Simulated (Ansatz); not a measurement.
**1/2<111> screw dislocation dipole in Li (120 atoms): geometry optimisation**

How does 1/2<111> screw dislocation dipole in Li (120 atoms) relax, and what do bonds, charges and levels look like afterwards?

Program: Ansatz 0.2.0. Level of theory: Kohn-Sham DFT, PBE, PAW (set soft_2), plane waves. Results are calculated unless marked as measured.

Report form: the programs' logs are mostly left out.

### 1. Starting point

The cell holds 120 atoms: 120 Li. Its edges and angles: a = 34.391 Å, b = 24.866 Å, c = 3.040 Å, α = 93.5°, β = 90.0°, γ = 90.0°. It derives from Li (bcc). Bcc Li (a = 3.51 Å), x, y, z along [11-2], [-110], [111], 4 x 5 x 1 period; two opposite 1/2<111> screw dislocations along z, half a cell apart on one glide plane, laid by the isotropic elastic field summed over images, cell tilted by half the Burgers vector; not relaxed, displaced by a Gaussian of 0.02 Å.

Limits known from the start: The cell is under 6 Å thick along one periodic direction, so every atom has periodic images of itself close by, which move with it and show among its neighbours and in g(r). The host structure and its lattice constant were typed by rule, without a check against the phase diagram.

### 2. Single point at the start

The forces at the start show how far the geometry lies from a minimum of this functional.

input.yaml

```yaml
crystal:
  lattice:
    - [34.39084, 0.0, 0.0]
    - [0.0, 24.81945, -1.51985]
    - [0.0, 0.0, 3.03975]
  atoms:
    - { symbol: Li, position: [0.87594, 0.09951, 0.175] }
    - { symbol: Li, position: [0.95771, 0.1007, 0.4836] }
    - { symbol: Li, position: [0.75101, 0.99939, 0.16387] }
    - { symbol: Li, position: [0.83319, 0.00118, 0.4744] }
    - { symbol: Li, position: [0.91648, 0.99969, 0.82196] }
    - { symbol: Li, position: [0.87436, 0.29986, 0.19464] }
    - { symbol: Li, position: [0.95836, 0.30047, 0.49735] }
    - { symbol: Li, position: [0.75067, 0.20073, 0.27474] }
    - { symbol: Li, position: [0.83386, 0.19945, 0.5511] }
    - { symbol: Li, position: [0.91612, 0.19978, 0.85431] }
    - { symbol: Li, position: [0.6246, 0.09968, 0.24411] }
    - { symbol: Li, position: [0.70784, 0.09946, 0.56166] }
    - { symbol: Li, position: [0.79102, 0.10019, 0.8799] }
    - { symbol: Li, position: [0.50043, 0.99985, 0.16959] }
    - { symbol: Li, position: [0.5829, 0.00136, 0.50871] }
    - { symbol: Li, position: [0.6663, 0.00015, 0.85015] }
    - { symbol: Li, position: [0.87507, 0.5005, 0.10624] }
    - { symbol: Li, position: [0.95813, 0.49908, 0.45124] }
    - { symbol: Li, position: [0.74988, 0.40047, 0.43277] }
    - { symbol: Li, position: [0.83387, 0.40023, 0.53137] }
    - { symbol: Li, position: [0.91623, 0.40101, 0.82593] }
    - { symbol: Li, position: [0.62483, 0.30039, 0.43557] }
    - { symbol: Li, position: [0.70899, 0.30122, 0.72881] }
    - { symbol: Li, position: [0.79085, 0.29884, 0.94] }
    - { symbol: Li, position: [0.50009, 0.20071, 0.35203] }
    - { symbol: Li, position: [0.58216, 0.19975, 0.68264] }
    - { symbol: Li, position: [0.6668, 0.20061, 0.98367] }
    - { symbol: Li, position: [0.37488, 0.10015, 0.2449] }
    - { symbol: Li, position: [0.45845, 0.1001, 0.58474] }
    - { symbol: Li, position: [0.54189, 0.1001, 0.93214] }
    - { symbol: Li, position: [0.2507, 0.00015, 0.15645] }
    - { symbol: Li, position: [0.33296, 0.00034, 0.5009] }
    - { symbol: Li, position: [0.41647, 4.0e-05, 0.83551] }
    - { symbol: Li, position: [0.87541, 0.69964, 0.07986] }
    - { symbol: Li, position: [0.95857, 0.70048, 0.42179] }
    - { symbol: Li, position: [0.7501, 0.6006, 0.93289] }
    - { symbol: Li, position: [0.83318, 0.60003, 0.36349] }
    - { symbol: Li, position: [0.91685, 0.60068, 0.75047] }
    - { symbol: Li, position: [0.6252, 0.49894, 0.70645] }
    - { symbol: Li, position: [0.70739, 0.5009, 0.08831] }
    - { symbol: Li, position: [0.79165, 0.49938, 0.68146] }
    - { symbol: Li, position: [0.50114, 0.3985, 0.58024] }
    - { symbol: Li, position: [0.58428, 0.40027, 0.89544] }
    - { symbol: Li, position: [0.66717, 0.39985, 0.21285] }
    - { symbol: Li, position: [0.37428, 0.30044, 0.42571] }
    - { symbol: Li, position: [0.45797, 0.30042, 0.77574] }
    - { symbol: Li, position: [0.54213, 0.30004, 0.11913] }
    - { symbol: Li, position: [0.24994, 0.2007, 0.25503] }
    - { symbol: Li, position: [0.33364, 0.20011, 0.63585] }
    - { symbol: Li, position: [0.41703, 0.20019, 0.00778] }
    - { symbol: Li, position: [0.12482, 0.09804, 0.1779] }
    - { symbol: Li, position: [0.20961, 0.10036, 0.52503] }
    - { symbol: Li, position: [0.29159, 0.0999, 0.88537] }
    - { symbol: Li, position: [0.99935, 0.99958, 0.13855] }
    - { symbol: Li, position: [0.08348, 0.99976, 0.48298] }
    - { symbol: Li, position: [0.16657, 0.00079, 0.81979] }
    - { symbol: Li, position: [0.87627, 0.89847, 0.11504] }
    - { symbol: Li, position: [0.95886, 0.90204, 0.45721] }
    - { symbol: Li, position: [0.75003, 0.79982, 0.06368] }
    - { symbol: Li, position: [0.83317, 0.80055, 0.41268] }
    - { symbol: Li, position: [0.91593, 0.80025, 0.77032] }
    - { symbol: Li, position: [0.62575, 0.69991, 0.93278] }
    - { symbol: Li, position: [0.70866, 0.70019, 0.30918] }
    - { symbol: Li, position: [0.79162, 0.70094, 0.69643] }
    - { symbol: Li, position: [0.50111, 0.6009, 0.82132] }
    - { symbol: Li, position: [0.58239, 0.60049, 0.1591] }
    - { symbol: Li, position: [0.66714, 0.60084, 0.52055] }
    - { symbol: Li, position: [0.37548, 0.49955, 0.72932] }
    - { symbol: Li, position: [0.45756, 0.49858, 0.0218] }
    - { symbol: Li, position: [0.54115, 0.4991, 0.37724] }
    - { symbol: Li, position: [0.24981, 0.39892, 0.30049] }
    - { symbol: Li, position: [0.33299, 0.399, 0.86722] }
    - { symbol: Li, position: [0.41703, 0.39965, 0.24109] }
    - { symbol: Li, position: [0.12508, 0.3013, 0.18883] }
    - { symbol: Li, position: [0.20924, 0.30009, 0.56563] }
    - { symbol: Li, position: [0.29309, 0.29956, 0.00867] }
    - { symbol: Li, position: [0.99959, 0.19984, 0.17267] }
    - { symbol: Li, position: [0.08345, 0.20053, 0.52218] }
    [... 36 atom lines left out ...]
    - { symbol: Li, position: [0.29141, 0.90026, 0.77381] }
    - { symbol: Li, position: [0.0, 0.79986, 0.10698] }
    - { symbol: Li, position: [0.0836, 0.79905, 0.44419] }
    - { symbol: Li, position: [0.1672, 0.79984, 0.76169] }
    - { symbol: Li, position: [0.04126, 0.69957, 0.76648] }
    - { symbol: Li, position: [0.04156, 0.89964, 0.78729] }
kpoints:
  mp_grid: { grid: [1, 1, 7] }
hamiltonian:
  xc: pbe
scf:
  occupations: { method: cold, width: 0.15 }
output:
  forces: true
```

Started as:

```bash
ansatz run input.yaml --threads 4 --pin off --max-ram 8192MiB --backend cpu --events-out ev --progress --plain --runs-dir out
```

It took 2.5 min on 4 threads of Arm Neoverse V1, shared host; peak memory 4.8 GiB.

The program notes that it cut back its work space to fit the memory limit.

The run gave:

* free energy: -24561.9348 eV
* free energy per atom: -204.6828 eV/atom
* SCF cycles: 7
* r.m.s. force component: 0.02652 eV/Å
* longest force: 0.1565 eV/Å
* Fermi energy: 0.8143 eV

The r.m.s. force component of 0.027 eV/Å sets the starting point.

Length of the force by element:

| element | coordination | atoms | mean length of the force (eV/Å) | spread | least | most |
| --- | --- | --- | --- | --- | --- | --- |
| Li | all | 120 | 0.0401 | 0.0224 | 0.0028 | 0.157 |

### 3. Relaxation

The atoms are relaxed in the fixed cell, aiming at the force tolerance of the input.

input.yaml: that of step 2 with these lines changed.

```diff
@@ -15 +15,4 @@
   forces: true
+relax:
+  f_tol: 0.05
+  max_steps: 41
```

It took 7.9 min on 4 threads; peak memory 4.9 GiB.

The steps of the relaxation:

| step | energy less that of the first step (eV) | largest force component (eV/Å) |
| --- | --- | --- |
| 1 | 0.0000 | 0.1366 |
| 2 | -0.1504 | 0.0183 |
| 3 | -0.1862 | 0.0145 |
| 4 | -0.2054 | 0.0043 |

The atoms that moved most (Å):

| atom | dx | dy | dz | length |
| --- | --- | --- | --- | --- |
| Li3 | -0.040 | 0.296 | -0.003 | 0.298 |
| Li83 | -0.013 | 0.292 | -0.053 | 0.297 |
| Li31 | -0.024 | -0.286 | 0.016 | 0.287 |
| Li115 | 0.016 | -0.286 | -0.005 | 0.286 |
| Li82 | 0.032 | 0.284 | 0.014 | 0.286 |
| Li59 | 0.006 | 0.282 | -0.020 | 0.283 |
| Li57 | -0.054 | 0.268 | -0.020 | 0.274 |
| Li48 | 0.012 | -0.272 | 0.013 | 0.273 |

The relaxation changed the energy by -1.71 meV/atom, and atoms moved by 0.18 Å r.m.s., 0.30 Å at most.

### 4. Structure statistics after relaxation

Density 0.533 g/cm³, 21.62 Å³ an atom.

Pair distribution function in bins of 0.2 Å:

| r (Å) | total |
| --- | --- |
| 3.00 | 7.30 |
| 3.20 | 0.35 |
| 3.40 | 1.99 |
| 3.60 | 1.68 |
| 3.80 | 0.26 |
| 4.00 | 0.05 |
| 4.20 | 0.01 |
| 4.40 | 0.01 |
| 4.60 | 0.07 |
| 4.80 | 0.92 |
| 5.00 | 2.83 |
| 5.20 | 0.36 |
| 5.40 | 0.12 |
| 5.60 | 1.20 |
| 5.80 | 3.12 |
| 6.00 | 2.71 |
| 6.20 | 0.66 |
| 6.40 | 0.12 |
| 6.60 | 0.12 |
| 6.80 | 0.28 |
| 7.00 | 0.35 |
| 7.20 | 0.28 |
| 7.40 | 0.44 |
| 7.60 | 2.69 |
| 7.80 | 2.44 |

### 5. Single point at the relaxed geometry

One more single point at the end of the walk gives the fuller output and checks the residual forces.

input.yaml

```yaml
crystal:
  lattice:
    - [34.39084, 0.0, 0.0]
    - [0.0, 24.81945, -1.51985]
    - [0.0, 0.0, 3.03975]
  atoms:
    - { symbol: Li, position: [0.87698, 0.1077, 0.16596] }
    - { symbol: Li, position: [0.96135, 0.10303, 0.48334] }
    - { symbol: Li, position: [0.74986, 0.01131, 0.16881] }
    - { symbol: Li, position: [0.83381, 0.01053, 0.48654] }
    - { symbol: Li, position: [0.91773, 0.00664, 0.80386] }
    - { symbol: Li, position: [0.87872, 0.30322, 0.18105] }
    - { symbol: Li, position: [0.96269, 0.30155, 0.49945] }
    - { symbol: Li, position: [0.74954, 0.2097, 0.28131] }
    - { symbol: Li, position: [0.83541, 0.20774, 0.53863] }
    - { symbol: Li, position: [0.92064, 0.20368, 0.82909] }
    - { symbol: Li, position: [0.62255, 0.10581, 0.27004] }
    - { symbol: Li, position: [0.70735, 0.1099, 0.57362] }
    - { symbol: Li, position: [0.79208, 0.11078, 0.86947] }
    - { symbol: Li, position: [0.49897, 0.99891, 0.17941] }
    - { symbol: Li, position: [0.58211, 0.00468, 0.52348] }
    - { symbol: Li, position: [0.66594, 0.00923, 0.84845] }
    - { symbol: Li, position: [0.87382, 0.50269, 0.11501] }
    - { symbol: Li, position: [0.95645, 0.50066, 0.46295] }
    - { symbol: Li, position: [0.74912, 0.40322, 0.4169] }
    - { symbol: Li, position: [0.83626, 0.40277, 0.52548] }
    - { symbol: Li, position: [0.91931, 0.40139, 0.8412] }
    - { symbol: Li, position: [0.62108, 0.30268, 0.44773] }
    - { symbol: Li, position: [0.70591, 0.30567, 0.74372] }
    - { symbol: Li, position: [0.79296, 0.3069, 0.93093] }
    - { symbol: Li, position: [0.4956, 0.1997, 0.35878] }
    - { symbol: Li, position: [0.57928, 0.20255, 0.69427] }
    - { symbol: Li, position: [0.66383, 0.20599, 0.00782] }
    - { symbol: Li, position: [0.37384, 0.09121, 0.22306] }
    - { symbol: Li, position: [0.45573, 0.09662, 0.59007] }
    - { symbol: Li, position: [0.53858, 0.10157, 0.94059] }
    - { symbol: Li, position: [0.24999, 0.98863, 0.15596] }
    - { symbol: Li, position: [0.33313, 0.98964, 0.48977] }
    - { symbol: Li, position: [0.41627, 0.99302, 0.8253] }
    - { symbol: Li, position: [0.87261, 0.70718, 0.05725] }
    - { symbol: Li, position: [0.95438, 0.70248, 0.42941] }
    - { symbol: Li, position: [0.75017, 0.60989, 0.95462] }
    - { symbol: Li, position: [0.83123, 0.60718, 0.34808] }
    - { symbol: Li, position: [0.91263, 0.6028, 0.74798] }
    - { symbol: Li, position: [0.62705, 0.5018, 0.70567] }
    - { symbol: Li, position: [0.7096, 0.50472, 0.0997] }
    - { symbol: Li, position: [0.79199, 0.50681, 0.69036] }
    - { symbol: Li, position: [0.49758, 0.3999, 0.56588] }
    - { symbol: Li, position: [0.58065, 0.40109, 0.8912] }
    - { symbol: Li, position: [0.66377, 0.40239, 0.20578] }
    - { symbol: Li, position: [0.37161, 0.29544, 0.39754] }
    - { symbol: Li, position: [0.45368, 0.29914, 0.78403] }
    - { symbol: Li, position: [0.53718, 0.30077, 0.12046] }
    - { symbol: Li, position: [0.25028, 0.18974, 0.2537] }
    - { symbol: Li, position: [0.3322, 0.19044, 0.6088] }
    - { symbol: Li, position: [0.41329, 0.19549, 0.99418] }
    - { symbol: Li, position: [0.12665, 0.09308, 0.18109] }
    - { symbol: Li, position: [0.2089, 0.08959, 0.53255] }
    - { symbol: Li, position: [0.29136, 0.08912, 0.87747] }
    - { symbol: Li, position: [0.00109, 0.00098, 0.14025] }
    - { symbol: Li, position: [0.08396, 0.99511, 0.48288] }
    - { symbol: Li, position: [0.16684, 0.99065, 0.82344] }
    - { symbol: Li, position: [0.8747, 0.90925, 0.11398] }
    - { symbol: Li, position: [0.95754, 0.90412, 0.45592] }
    - { symbol: Li, position: [0.75019, 0.81118, 0.0628] }
    - { symbol: Li, position: [0.83268, 0.81027, 0.4071] }
    - { symbol: Li, position: [0.91477, 0.80624, 0.76237] }
    - { symbol: Li, position: [0.62819, 0.7051, 0.95165] }
    - { symbol: Li, position: [0.70936, 0.70976, 0.33275] }
    - { symbol: Li, position: [0.7912, 0.71035, 0.68806] }
    - { symbol: Li, position: [0.5043, 0.59955, 0.81792] }
    - { symbol: Li, position: [0.5876, 0.60154, 0.16074] }
    - { symbol: Li, position: [0.66948, 0.60518, 0.54429] }
    - { symbol: Li, position: [0.37762, 0.49835, 0.74308] }
    - { symbol: Li, position: [0.46097, 0.49902, 0.04429] }
    - { symbol: Li, position: [0.544, 0.50036, 0.36796] }
    - { symbol: Li, position: [0.24983, 0.39192, 0.29704] }
    - { symbol: Li, position: [0.33184, 0.39595, 0.85318] }
    - { symbol: Li, position: [0.41429, 0.39898, 0.24199] }
    - { symbol: Li, position: [0.12874, 0.29668, 0.19679] }
    - { symbol: Li, position: [0.20967, 0.2918, 0.60688] }
    - { symbol: Li, position: [0.29099, 0.29024, 0.97853] }
    - { symbol: Li, position: [0.00442, 0.20067, 0.16198] }
    - { symbol: Li, position: [0.08722, 0.19703, 0.5142] }
    [... 36 atom lines left out ...]
    - { symbol: Li, position: [0.29187, 0.88875, 0.7665] }
    - { symbol: Li, position: [0.99714, 0.80106, 0.11654] }
    - { symbol: Li, position: [0.08055, 0.79649, 0.45243] }
    - { symbol: Li, position: [0.16493, 0.792, 0.76767] }
    - { symbol: Li, position: [0.03743, 0.69902, 0.7774] }
    - { symbol: Li, position: [0.04053, 0.89826, 0.7979] }
kpoints:
  mp_grid: { grid: [1, 1, 7] }
hamiltonian:
  xc: pbe
scf:
  occupations: { method: cold, width: 0.15 }
output:
  forces: true
  stress: true
  populations: intrinsic
  dos:
    method: { smearing: { sigma: 0.1 } }
    de: 0.1
    projected: { site_lists: { Li: [Li] } }
  eigenvalues: true
  write_density: true
  write_potential: true
  volumetric_format: npy
  elf: true
```

Wall time 5 min (4 threads); peak memory 5.9 GiB.

Read from the output:

- free energy: -24562.1403 eV
- free energy per atom: -204.6845 eV/atom
- SCF cycles: 7
- pressure: -0.8348 GPa
- r.m.s. force component: 0.00166 eV/Å
- longest force: 0.00515 eV/Å
- Fermi energy: 0.8138 eV
- levels partly filled by over 2 per cent: 29

Intrinsic-atomic-orbital charges by element:

| element | coordination | atoms | mean charge (e) | spread | least | most |
| --- | --- | --- | --- | --- | --- | --- |
| Li | all | 120 | 0 | 0.0042 | -0.0139 | 0.0125 |

States in the cell by windows of 1 eV, zero at the Fermi level; the larger projections on atomic orbitals stand beside the total:

| from (eV) | to (eV) | total | Li s |
| --- | --- | --- | --- |
| -18 | -4 | 0.0 | 0.0 |
| -4 | -3 | 5.5 | 5.5 |
| -3 | -2 | 26.4 | 26.1 |
| -2 | -1 | 34.2 | 32.8 |
| -1 | 0 | 52.0 | 43.8 |
| 0 | 1 | 61.8 | 29.3 |
| 1 | 2 | 38.9 | 10.3 |
| 2 | 3 | 23.5 | 4.1 |

The stored curve holds about 118 of the 360 electrons; the rest, give or take the few that broadening carries across the Fermi level, lie in deeper levels below its range.

The levels nearest the highest filled one (over half full), pooled over k-points and spins:

| level less the highest filled one (eV) | occupation |
| --- | --- |
| -0.0735 | 1.73 |
| -0.0671 | 1.68 |
| -0.0315 | 1.35 |
| -0.0079 | 1.11 |
| -0.0042 | 1.07 |
| 0 | 1.03 |
| 0.009 | 0.943 |
| 0.0321 | 0.73 |
| 0.0358 | 0.697 |
| 0.0434 | 0.634 |
| 0.0533 | 0.556 |
| 0.0641 | 0.478 |

Electrostatic potential energy in the ab plane at fractional z = 0.117, with atoms of Li within 0.2 Å of it. With pseudopotentials it is smooth inside the atoms' cores, unlike the true potential.

Values in eV, 13 rows by 16 columns, each cell a mean:
```
 -1   3   2   2   2   2   3  -1  -3   2   3   2  -2   1   2   2
  2   2   3  -7  -7   3   1   2   3   2   3   0  -8   1   3   2
 -2   2  -1   2   3   3   3  -2  -9   2   0  -1   3   2   3   2
  2   3   3   0  -1   3  -3  -2   3   3   3   2  -6   1   1  -2
  2   3   0   0   1   3   0   0   2   3   1  -2   1   3   3   2
 -1   1  -9  -1   3   2   2   2   1   2  -3  -6   3   3   2   1
  3   2   3   2   2   2  -9  -5   2  -1   1   3   2   3  -3 -11
  1   2   0   2  -1  -7   2   3   3   3  -1   0   2  -8  -3   2
  0   0   2   2   2   1   2   3   1  -4   1   2   2   1   2   2
 -2  -4   3   1   1   2   2   3   0  -6   1   3   2   1   2   2
 -1   3   3   3  -2  -8   2   0   0   3   3   3   2  -8  -2   2
  0   0   2  -6  -4   3   3   3   1  -6   1   0  -8   2   3   3
  0   2   3   1   1   2   3  -1  -4   2   3   3   2   0   2   2
```
Columns run along a (16.0 Å, from fractional 0.27 to 0.73 of the cell; values clipped at the 3rd and 97th percentile), rows up along b (24.9 Å). Atoms in or near the plane, at fractional coordinates: Li at (0.50, 0.00), Li at (0.71, 0.50), Li at (0.54, 0.30), Li at (0.59, 0.60), Li at (0.63, 0.91), Li at (0.38, 0.89).

Valence density in the ab plane at fractional z = 0.117, with atoms of Li within 0.2 Å of it. It is the smooth field of the valence electrons, not physical close to the nuclei.

Values in e/Å³, 13 rows by 16 columns, each cell a mean:
```
0.2 0.0 0.0 0.1 0.1 0.1 0.0 0.2 0.4 0.1 0.1 0.1 0.2 0.1 0.0 0.0
0.0 0.0 0.0 0.9 0.8 0.0 0.1 0.0 0.0 0.0 0.0 0.1 1.5 0.1 0.0 0.0
0.2 0.0 0.1 0.0 0.1 0.0 0.1 0.1 0.5 0.1 0.1 0.1 0.1 0.0 0.1 0.1
0.0 0.0 0.0 0.1 0.1 0.0 0.3 0.2 0.0 0.0 0.1 0.1 0.2 0.1 0.1 0.1
0.1 0.0 0.1 0.1 0.1 0.0 0.1 0.1 0.0 0.0 0.1 0.2 0.1 0.1 0.1 0.1
0.1 0.1 1.1 0.1 0.1 0.0 0.1 0.0 0.1 0.0 0.3 1.0 0.0 0.0 0.1 0.1
0.0 0.0 0.0 0.0 0.0 0.1 0.8 0.4 0.0 0.1 0.1 0.1 0.0 0.0 0.2 1.6
0.1 0.0 0.1 0.0 0.1 0.5 0.1 0.1 0.1 0.1 0.1 0.1 0.1 0.8 0.2 0.0
0.1 0.1 0.0 0.0 0.1 0.1 0.0 0.0 0.1 0.7 0.1 0.0 0.0 0.1 0.1 0.1
0.1 0.3 0.1 0.1 0.1 0.0 0.0 0.0 0.1 1.0 0.1 0.0 0.0 0.1 0.1 0.0
0.1 0.1 0.1 0.1 0.1 0.5 0.0 0.1 0.1 0.0 0.0 0.0 0.0 0.6 0.1 0.0
0.1 0.1 0.1 0.5 0.3 0.1 0.0 0.1 0.1 0.2 0.1 0.1 0.3 0.1 0.0 0.0
0.1 0.1 0.0 0.1 0.1 0.1 0.1 0.2 0.6 0.0 0.0 0.1 0.1 0.1 0.1 0.1
```
Columns run along a (16.0 Å, from fractional 0.27 to 0.73 of the cell), rows up along b (24.9 Å). Atoms in or near the plane, at fractional coordinates: Li at (0.50, 0.00), Li at (0.71, 0.50), Li at (0.54, 0.30), Li at (0.59, 0.60), Li at (0.63, 0.91), Li at (0.38, 0.89).

Intrinsic-atomic-orbital charges run from -0.01 to +0.01 e. Among metals such projection charges depend strongly on the orbitals used and are no measure of ionicity.

The surroundings of Li13, picked at random, nearest first, numbered as they follow in the input and with coordinates relative to it.

| atom | x | y | z | distance (Å) | intrinsic-atomic-orbital charge (e) |
| --- | --- | --- | --- | --- | --- |
| Li13 | 0.00 | 0.00 | 0.00 | 0.00 | 0.00 |
| Li13 | 0.00 | 0.00 | -3.04 | 3.04 | 0.00 |
| Li13 | 0.00 | 0.00 | 3.04 | 3.04 | 0.00 |
| Li4 | 1.44 | -2.49 | -1.01 | 3.05 | 0.00 |
| Li12 | -2.91 | -0.02 | -0.90 | 3.05 | 0.00 |
| Li3 | -1.45 | -2.47 | 1.06 | 3.05 | 0.00 |
| Li9 | 1.49 | 2.41 | -1.15 | 3.06 | 0.00 |
| Li1 | 2.92 | -0.08 | 0.91 | 3.06 | 0.00 |
| Li8 | -1.46 | 2.46 | 1.10 | 3.06 | -0.01 |

### 6. What came out

| Property | Result |
| --- | --- |
| energy change in the relaxation | -1.712 meV/atom |
| r.m.s. displacement | 0.183 Å |
| largest displacement | 0.298 Å |
| free energy per atom | -204.6845 eV/atom |
| density | 0.533 g/cm³ |
| pressure | -0.8348 GPa |
| r.m.s. force component | 0.00166 eV/Å |
| wall time of the 3 DFT runs | 15 min |

**Reading.** Relaxation lowers the energy by 1.71 meV/atom and moves atoms by 0.18 Å r.m.s.; the r.m.s. force component goes from 0.027 to 0.0017 eV/Å. First to last step the energy falls by 0.205 eV; the largest move, 0.30 Å, is that of Li3, with 1 other atom within 2 % of it. 29 levels are partly filled, by over 2 % (on the run's k-points), as in a metal.

[Logs are printed without paths, hosts, clocks, repeated set-up lines and the standing remarks that a program may print on its own settings, such as how far it seeks lower states.]

[Hosts, paths, dates, database ids (printed as entryN), source tags and the programs' standing remarks are cut or masked in the printed files.]
